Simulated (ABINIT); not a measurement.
# Quasiparticle gap of BaWO4 (I4_1/a) in ABINIT, part 2 of 2

Aim: the G0W0 gap of BaWO4 (I4_1/a) on PBEsol, step by step.

ABINIT 10.8.3; PBEsol and many-body steps on it, plane waves. Known limits of the many-body steps: not at the basis limit; no spin-orbit coupling; coarse k mesh.

So far. Step 2 (Ground state): The gap is indirect, with the least direct gap 0.03 eV higher. Step 3 (Empty states on the mesh, 2×2×2 mesh, 172 bands): On this mesh the gap is 4.678 eV.

## 4. Screening, 2×2×2 mesh, 158 bands, screening to 89.8 eV

The RPA dielectric matrix is built and inverted for each q.

This step: RPA screening on PBEsol, plane waves, norm-conserving pseudopotentials.

Contents of run.abi:

```
acell 3*1.0 Angstrom
rprim 
  -2.833365905000 2.833365905000 6.369266870000
  2.833365905000 -2.833365905000 6.369266870000
  2.833365905000 2.833365905000 -6.369266870000
ntypat 3
znucl 56 74 8
natom 12
typat 1 1 2 2 3 3 3 3 3 3 3 3
xred 
  0.250000000000 0.750000000000 0.500000000000
  0.500000000000 0.500000000000 -0.000000000000
  0.750000000000 0.250000000000 0.500000000000
  -0.000000000000 0.000000000000 -0.000000000000
  0.152144770000 0.046891860000 0.356239950000
  0.690651910000 0.795904820000 0.643760050000
  0.059348090000 0.454095180000 0.856239950000
  0.545904820000 0.402144770000 0.605252910000
  0.204095180000 0.847855230000 0.894747090000
  0.953108140000 0.309348090000 0.105252910000
  0.796891860000 0.940651910000 0.394747090000
  0.597855230000 0.203108140000 0.143760050000
pp_dirpath "pseudos"
pseudos "Ba.upf, W.upf, O.upf"
ecut 36
ngkpt 2 2 2
nshiftk 1
shiftk 0 0 0
kptopt 1
chksymbreak 0
istwfk *1
occopt 1
irdwfk 1
optdriver 3
nband 158
ecuteps 3.3
inclvkb 2
awtr 1
symchi 1
indata_prefix "in"
outdata_prefix "out"
tmpdata_prefix "tmp"
gwmem 10
```

Launch:

```sh
$ OMP_NUM_THREADS=2 mpirun -n 4 abinit run.abi > log
```

Numbers of over 12 decimals in the logs are rounded to 6 here.

Output:

```text
.Version 10.8.3 of ABINIT. v10.8.2 released Aug 2026.

 Symmetries : space group I4_1/a (# 88); Bravais tI (body-center tetrag.)
[... echo of the input left out ...]
== DATASET  1 ==================================================================
-   mpi_nproc: 4, omp_nthreads: 2 (-1 if OMP is not activated)

--- !DatasetInfo
iteration_state: {dtset: 1, }
dimensions: {natom: 12, nkpt: 4, mband: 158, nsppol: 1, nspinor: 1, nspden: 1, mpw: 14316, }
cutoff_energies: {ecut:  36.0, pawecutdg:  -1.0, }
electrons: {nelect:   9.60000000E+01, charge:   0.00000000E+00, occopt:   1.00000000E+00, tsmear:   1.00000000E-02, }

 SCREENING: Calculation of the susceptibility and dielectric matrices

 Based on a program developped by R.W. Godby, V. Olevano, G. Onida, and L. Reining.
 Incorporated in ABINIT by V. Olevano, G.-M. Rignanese, and M. Torrent.
.Using double precision arithmetic ; gwpc =  8

[... cell and pseudopotentials left out ...]
--------------------------------------------------------------------------------

 ==== K-mesh for the wavefunctions ====
 Number of points in the irreducible wedge :     4
[... list of points left out ...]
 Together with  8 symmetry operations and time-reversal symmetry
 yields     8 points in the full Brillouin Zone.

 ==== Q-mesh for the screening function ====
 Number of points in the irreducible wedge :     4
[... list of points left out ...]
 Together with  8 symmetry operations and time-reversal symmetry
 yields     8 points in the full Brillouin Zone.

 setmesh: FFT mesh size selected  =   120x  120x  120
          total number of points  =      1728000

 vcoul_init : cutoff-mode = AUXILIARY_FUNCTION
 q-points for optical limit:   1
     1)      0.000010    0.000020    0.000030

- screening: taking advantage of time-reversal symmetry
- Maximum band index for partially occupied states nbvw = 48
- Remaining bands to be divided among processors   nbcw = 110
- Number of bands treated by each node ~27

 Number of electrons calculated from density =   96.0000; Expected =   96.0000
 average of density, n =  0.069554
 r_s =    1.5084
 omega_plasma =   25.4399 [eV]

 calculating chi0 at frequencies [eV] :
  1    0.000000E+00    0.000000E+00
  2    0.000000E+00    2.543991E+01

--------------------------------------------------------------------------------
  q-point number  1        q = ( 0.000000, 0.000000, 0.000000) [r.l.u.]
--------------------------------------------------------------------------------
[... chi0 elements left out ...]
 For q-point:  0.000010 0.000020 0.000030
  dielectric constant =   3.2800
  dielectric constant without local fields =   4.1560

  Average fulfillment of the sum rule on Im[epsilon] for q-point    1 :     50.12  [%]
[... wings left out ...]
  q-point number  2        q = ( 0.500000, 0.000000, 0.000000) [r.l.u.]
--------------------------------------------------------------------------------
[... chi0 elements left out ...]
  Average fulfillment of the sum rule on Im[epsilon] for q-point    2 :     56.22  [%]

 [... 2 further q-points ...]
```

Elapsed: 39 min, on 4 MPI ranks of Arm Neoverse V1, shared host; peak memory 2.9 GiB; 2.9 h of CPU time.

This step gave:

```
ε∞ with local fields, on this mesh, along the program's q direction : 3.28
the same without local fields                                       : 4.156
plasma frequency                                                    : 25.44 eV
plane waves in the screening matrix                                 : 413
```

Local fields lower ε∞ by 21 %. On a Γ-centred mesh this coarse the value itself is usually too large, while a short band sum pulls it down.

## 5. Self-energy, 2×2×2 mesh, 158 bands, screening to 89.8 eV

The self-energy is evaluated for the states that the input lists, and the levels follow from it, in one-shot runs by the linearised quasiparticle equation.

This step: G0W0 on PBEsol, plane waves, norm-conserving pseudopotentials.

Changes to run.abi since step 4:

```diff
@@ -33,8 +33,17 @@
 irdwfk 1
-optdriver 3
+optdriver 4
 nband 158
+gwcalctyp 0
+ecutsigx 36
+symsigma 1
+nkptgw 2
+kptgw 
+  0.0000000000 0.0000000000 0.0000000000
+  0.5000000000 0.5000000000 0.5000000000
+bdgw 
+  47 50
+  47 50
 ecuteps 3.3
-inclvkb 2
-awtr 1
-symchi 1
+irdscr 1
+ppmodel 1
 indata_prefix "in"
@@ -42,2 +51,2 @@
 tmpdata_prefix "tmp"
-gwmem 10
+gwmem 00
```

Launch:

```sh
$ OMP_NUM_THREADS=1 mpirun -n 8 abinit run.abi > log
```

Output:

```text
.Version 10.8.3 of ABINIT. v10.8.2 released Aug 2026.

 Symmetries : space group I4_1/a (# 88); Bravais tI (body-center tetrag.)
[... echo of the input left out ...]
== DATASET  1 ==================================================================
-   mpi_nproc: 8, omp_nthreads: 1 (-1 if OMP is not activated)

--- !DatasetInfo
iteration_state: {dtset: 1, }
dimensions: {natom: 12, nkpt: 4, mband: 158, nsppol: 1, nspinor: 1, nspden: 1, mpw: 14316, }
cutoff_energies: {ecut:  36.0, pawecutdg:  -1.0, }
electrons: {nelect:   9.60000000E+01, charge:   0.00000000E+00, occopt:   1.00000000E+00, tsmear:   1.00000000E-02, }

 SIGMA: Calculation of the GW corrections

 Based on a program developped by R.W. Godby, V. Olevano, G. Onida, and L. Reining.
 Incorporated in ABINIT by V. Olevano, G.-M. Rignanese, and M. Torrent.
.Using double precision arithmetic ; gwpc =  8

[... cell and pseudopotentials left out ...]
--------------------------------------------------------------------------------

 ==== K-mesh for the wavefunctions ====
 Number of points in the irreducible wedge :     4
[... list of points left out ...]
 Together with  8 symmetry operations and time-reversal symmetry
 yields     8 points in the full Brillouin Zone.

 ==== Q-mesh for screening function ====
 Number of points in the irreducible wedge :     4
[... list of points left out ...]
 Together with  8 symmetry operations and time-reversal symmetry
 yields     8 points in the full Brillouin Zone.

 vcoul_init : cutoff-mode = AUXILIARY_FUNCTION
 q-points for optical limit:   1
     1)      0.000010    0.000020    0.000030
 setmesh: FFT mesh size selected  =   180x  180x  180
          total number of points  =      5832000

 Number of electrons calculated from density =   96.0000; Expected =   96.0000
 average of density, n =  0.069554
 r_s =    1.5084
 omega_plasma =   25.4399 [eV]

 === KS Band Gaps ===
  >>>> For spin  1
   Minimum direct gap =   4.7068 [eV], located at k-point      :   0.0000  0.0000  0.0000
   Fundamental gap    =   4.6777 [eV], Top of valence bands at :   0.0000  0.0000  0.0000
                                       Bottom of conduction at :   0.5000  0.5000  0.5000
 SIGMA fundamental parameters:
 PLASMON POLE MODEL  1
 number of plane-waves for SigmaX                14301
 number of plane-waves for SigmaC and W            413
 number of plane-waves for wavefunctions         14301
 number of bands                                   158
 number of independent spin polarizations            1
 number of spinorial components                      1
 number of k-points in IBZ                           4
 number of q-points in IBZ                           4
 number of symmetry operations                       8
 number of k-points in BZ                            8
 number of q-points in BZ                            8
 number of frequencies for dSigma/dE                 9
 frequency step for dSigma/dE [eV]                0.25
 number of omega for Sigma on real axis              0
 max omega for Sigma on real axis  [eV]           0.00
 zcut for avoiding poles [eV]                     0.10

 EPSILON^-1 parameters (SCR file):
 dimension of the eps^-1 matrix on file            413
 dimension of the eps^-1 matrix used               413
 number of plane-waves for wavefunctions         14301
 number of bands                                   158
 number of q-points in IBZ                           4
 number of frequencies                               2
 number of real frequencies                          1
 number of imag frequencies                          1

 matrix elements of self-energy operator (all in [eV])

 Perturbative Calculation

--- !SelfEnergy_ee
iteration_state: {dtset: 1, }
kpoint     : [   0.000,    0.000,    0.000, ]
spin       : 1
KS_gap     :    4.707
QP_gap     :    7.289
Delta_QP_KS:    2.583
data: !SigmaeeData |
     Band     E0 <VxcDFT>   SigX SigC(E0)      Z dSigC/dE  Sig(E)    E-E0       E
       47   3.229 -19.363 -23.812   4.413   0.787  -0.271 -19.391  -0.028   3.201
       48   3.229 -19.363 -23.812   4.413   0.787  -0.271 -19.391  -0.028   3.201
       49   7.936 -16.613 -10.941  -2.613   0.835  -0.198 -14.058   2.554  10.490
       50   8.165 -16.788 -11.156  -2.538   0.835  -0.198 -14.205   2.583  10.748

--- !SelfEnergy_ee
iteration_state: {dtset: 1, }
kpoint     : [   0.500,    0.500,    0.500, ]
spin       : 1
KS_gap     :    4.780
QP_gap     :    7.265
Delta_QP_KS:    2.485
data: !SigmaeeData |
     Band     E0 <VxcDFT>   SigX SigC(E0)      Z dSigC/dE  Sig(E)    E-E0       E
       47   3.126 -19.190 -23.670   4.416   0.788  -0.270 -19.240  -0.050   3.076
       48   3.126 -19.190 -23.670   4.416   0.788  -0.270 -19.240  -0.050   3.076
       49   7.907 -15.901 -10.434  -2.567   0.839  -0.192 -13.467   2.435  10.341
       50   7.907 -15.901 -10.434  -2.567   0.839  -0.192 -13.467   2.435  10.341

== END DATASET(S) ==============================================================
================================================================================

 -outvars: echo values of variables after computation  --------
           etotal      0.0000000000E+00
            nband         158
             nkpt           4
          spgroup          88
 [... the other variables as echoed above ...]

 Calculation completed.
```

Run time: 90 s. Hardware: 8 MPI ranks; peak memory 8.7 GiB.

Numbers from this step:

| Item | Value |
| --- | --- |
| G0W0 gap on the points computed | 7.140 eV |
| starting gap on the mesh | 4.678 eV |
| k of the valence top | 0, 0, 0 |
| k of the conduction bottom | 0.5, 0.5, 0.5 |
| Z at the valence top | 0.787 |
| Z at the conduction bottom | 0.839 |
| least direct G0W0 gap on the computed points | 7.265 eV |

The gap on the mesh goes from 4.68 eV to 7.14 eV, a correction of +2.46 eV.

Limits: finite bands, cutoff and mesh; no spin-orbit coupling; coarse k mesh. v1 is the top filled band, c1 the lowest empty one. The levels before and after the correction (eV, zero at the valence-band top of each column):

```
           conduction bottom  valence top
Kohn-Sham               4.68         0.00
     G0W0               7.14         0.00
```

```
                         level  energy (eV)
Kohn-Sham              Γ v2-v1        0.000
Kohn-Sham                 Γ c1        4.707
Kohn-Sham                 Γ c2        4.937
Kohn-Sham  (0.5 0.5 0.5) v2-v1       -0.103
Kohn-Sham  (0.5 0.5 0.5) c1-c2        4.678
     G0W0              Γ v2-v1        0.000
     G0W0                 Γ c1        7.289
     G0W0                 Γ c2        7.547
     G0W0  (0.5 0.5 0.5) v2-v1       -0.125
     G0W0  (0.5 0.5 0.5) c1-c2        7.140
```

## 6. Where the time went

Times are wall times on the hardware named with each run, good to a factor of about two.

```
                    step     time  share  memory (GiB)
            ground state  2.7 min    6 %           1.6
empty states on the mesh  1.8 min    4 %          0.67
               screening   39 min   87 %           2.9
             self-energy     90 s    3 %           8.7
```

## 7. Summary of results

| Item | Value |
| --- | --- |
| PBEsol gap | 4.68 eV, indirect (only 29 meV under the direct gap) |
| G0W0 gap on the mesh | 7.14 eV |
| GW settings | 2×2×2 mesh, 158 bands, screening to 89.8 eV, Godby-Needs plasmon pole |
| known limits | not at the basis limit; no spin-orbit coupling; coarse k mesh |

G0W0 moves the gap on the mesh from 4.68 eV to 7.14 eV (+2.46 eV), with Z of 0.79 and 0.84 at the edges. Local fields lower the RPA ε∞ on this mesh from 4.16 to 3.28; a Γ-centred mesh this coarse tends to raise both, most where the direct gap is narrow, while a short band sum lowers them. Only 2 of the mesh's irreducible points were corrected, so a valley elsewhere could overtake. The dearest step here is «screening». Against experiment, by G0W0@PBEsol: the direct gap of 7.26 eV lies +2.00 eV from the measured 5.26 eV (direct, 300 K, 2008). An exciton line or allowed optical edge lies below the quasiparticle gap by the binding energy; a forbidden edge can push the onset above it. The calculation has static nuclei and no excitons; a measured gap holds zero-point and thermal motion, which mostly lowers it. A miss this large is more than these effects usually give: tightly bound excitons can cover part of it, absorption edges can read low, one-shot GW can overshoot, and the runs shown don't tell these apart. Bands and cutoff are finite, so the gap is not at the basis limit. The miss can reach some tenths of an eV and take either sign; the mesh is an error of its own. In the G0W0 run levels were corrected at 2 k points alone, so a gap called «on the mesh» is the least over those, and an edge elsewhere would be missed. The 2×2×2 mesh is coarse for this cell, which bears on the long-range parts of exchange and screening. The many-body steps are scalar-relativistic: spin-orbit coupling is not in them.

[Paths, hosts, dates, memory and timing lines, banners, echoed tables and standing remarks are left out of the program output.]

[Logs are printed without paths, hosts, clocks, repeated set-up lines and the standing remarks that a program may print on its own settings, such as how far it seeks lower states.]

[Runs of the session that timed out or met a known fault of the program may be left out.]

[Hosts, paths, dates, database ids (printed as entryN), source tags and the programs' standing remarks are cut or masked in the printed files.]

[G0W0 gaps are taken among the corrected bands and points alone; a level outside them can change the order at an edge.]

[Where Ansatz stands beside ABINIT at settings called matched, ABINIT's density can come from a denser mesh and the files from another edition; pairs whose starting gaps differed by over 0.03 eV were left out, so agreement reads better than it is.]
